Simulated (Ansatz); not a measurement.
Reflectivity of Al2Au (Fm-3m) at normal incidence (Ansatz, PBE, independent particles, with spin-orbit coupling, line width 0.1 eV (Gaussian), carrier damping 0.05 eV):

| E (eV) | R (%) |
| --- | --- |
| 1.00 | 92.4 |
| 1.25 | 91.5 |
| 1.50 | 88.4 |
| 1.75 | 76.4 |
| 2.00 | 37.2 |
| 2.25 | 23.1 |
| 2.50 | 37.5 |
| 2.75 | 49.1 |
| 3.00 | 52.7 |
| 3.25 | 56.8 |
| 3.50 | 61.0 |
| 3.75 | 60.3 |
| 4.00 | 58.0 |
| 4.25 | 58.5 |
| 4.50 | 58.4 |
| 4.75 | 58.1 |
| 5.00 | 56.1 |

Q: What colour would a polished face show in daylight?

A: Violet: CIE x = 0.289, y = 0.254, luminous reflectivity 29 % under D65, from the mean over the axes.
